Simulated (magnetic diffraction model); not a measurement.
## Which magnetic order? TmSbO3

Space group Pnma (no. 62), a = 6.0570 Å, b = 8.3830 Å, c = 5.7390 Å.

```
site  atom       x       y       z
  4c    Tm  0.0514     1/4  0.9843
  4b    Sb     1/2       0       0
  4c     O  0.5971     3/4  0.8317
  8d     O  0.3237  0.0754  0.6728
```

The compound is invented for this exercise: a known structure type with other elements, its cell scaled to their sizes and not relaxed.

Only Tm is taken to order (form factors of Tm3+); orders and moment sizes are assumed, and not adapted to the symmetry. Radiation: neutrons of λ = 2.41 Å, 8° to 65°; isotropic B of 0.37 Å² (Tm), 0.49 Å² (Sb) and 0.7 Å² (O). Simulated constant-wavelength pattern: nuclear and magnetic terms add, the magnetic one as |2.695 fm × Σ f S⊥ exp(2πi Q·r) exp(−B s²)|², summed over all Q at one angle with the factor 1/(sin²θ cos θ). For collinear order S is the moment m, which repeats by lattice and centring translations R with the sign exp(−2πi k·R). Free-ion form factors, Sears's scattering lengths of 1992, no absorption; a label names one of the reflections at its angle. The strongest nuclear line in the range is 100, and lines under 0.2 are left out.

Above the ordering temperature:

```
2θ (°)    index      I
 33.63  (1 0 1)    1.8
 37.69  (1 1 1)    5.6
 46.89  (2 0 0)   13.4
 48.13  (1 2 1)   94.8
 49.66  (0 0 2)    2.8
 50.05  (2 1 0)   17.4
 53.47  (2 0 1)    4.9
 55.38  (1 0 2)   60.6
 56.37  (2 1 1)   15.6
 57.32  (0 3 1)  100.0
 58.21  (1 1 2)   50.1
 58.80  (2 2 0)   17.4
 61.18  (0 2 2)    2.1
 62.56  (1 3 1)   62.3
 64.54  (2 2 1)   78.0
```

Below it (cell unchanged):

```tsv
2θ (°)	I
18.59	347.5
30.10	50.3
33.63	1.8
37.69	5.6
37.86	96.0
39.51	88.2
45.02	48.1
45.58	9.6
46.46	46.2
46.89	13.4
48.13	94.8
49.66	2.8
50.05	17.4
52.18	50.3
53.47	4.9
55.38	60.6
56.37	15.6
57.21	18.6
57.32	100.0
57.96	33.3
58.21	50.1
58.43	18.7
58.80	17.4
61.18	2.1
61.78	35.7
62.56	62.3
63.13	2.6
64.54	78.0
```

**Question.** Find the propagation vector, then choose among these models:
A. collinear moments along [010], 5.6 μB on Tm; signs + at (0.0514, 1/4, 0.9843), + at (0.4486, 3/4, 0.4843), − at (0.5514, 1/4, 0.5157), − at (0.9486, 3/4, 0.0157)
B. collinear moments along [010], 5.6 μB on Tm; signs + at (0.0514, 1/4, 0.9843), − at (0.4486, 3/4, 0.4843), − at (0.5514, 1/4, 0.5157), + at (0.9486, 3/4, 0.0157)
C. collinear moments along [101], 5.6 μB on Tm; signs + at (0.0514, 1/4, 0.9843), − at (0.4486, 3/4, 0.4843), − at (0.5514, 1/4, 0.5157), + at (0.9486, 3/4, 0.0157)
D. collinear moments along [101], 5.6 μB on Tm; signs + at (0.0514, 1/4, 0.9843), + at (0.4486, 3/4, 0.4843), − at (0.5514, 1/4, 0.5157), − at (0.9486, 3/4, 0.0157)

The new lines index as (1/2 1/2 -1/2) at 18.59°, (1/2 3/2 -1/2) at 30.10°, (3/2 1/2 1/2) at 37.86° and (1/2 1/2 3/2) at 39.51°, that is as H ± k with k = (1/2 1/2 1/2). Half indices mean that the moments reverse under translations with k·R a half-integer, and the magnetic cell has twice the primitive volume.

Magnetic intensity, observed (below minus above) and for each model:

| 2θ (°) | index | observed | A | B | C | D |
| --- | --- | --- | --- | --- | --- | --- |
| 18.59 | (1/2 1/2 -1/2) | 347.5 | 347.5 | 347.5 | 432.5 | 432.5 |
| 30.10 | (1/2 3/2 -1/2) | 50.3 | 50.3 | 50.3 | 162.1 | 162.1 |
| 37.86 | (3/2 1/2 1/2) | 96.0 | 96.0 | 96.0 | 21.1 | 21.1 |
| 39.51 | (1/2 1/2 3/2) | 88.2 | 88.2 | 88.2 | 26.0 | 26.0 |
| 45.02 | (3/2 3/2 1/2) | 48.1 | 48.1 | 48.1 | 30.4 | 30.4 |
| 45.58 | (1/2 5/2 -1/2) | 9.6 | 9.6 | 9.6 | 68.6 | 68.6 |
| 46.46 | (1/2 3/2 3/2) | 46.2 | 46.2 | 46.2 | 31.1 | 31.1 |
| 63.13 | (1/2 7/2 -1/2) | 2.6 | 2.6 | 2.6 | 34.8 | 34.8 |

Models A and B match alike on every line, so these data can't choose among them (such ties are often domains of one structure).

The structure used: k = (1/2 1/2 1/2), collinear moments along [010], 5.6 μB on Tm; signs + at (0.0514, 1/4, 0.9843), − at (0.4486, 3/4, 0.4843), − at (0.5514, 1/4, 0.5157), + at (0.9486, 3/4, 0.0157).

[Logs are printed without paths, hosts, clocks, repeated set-up lines and the standing remarks that a program may print on its own settings, such as how far it seeks lower states.]
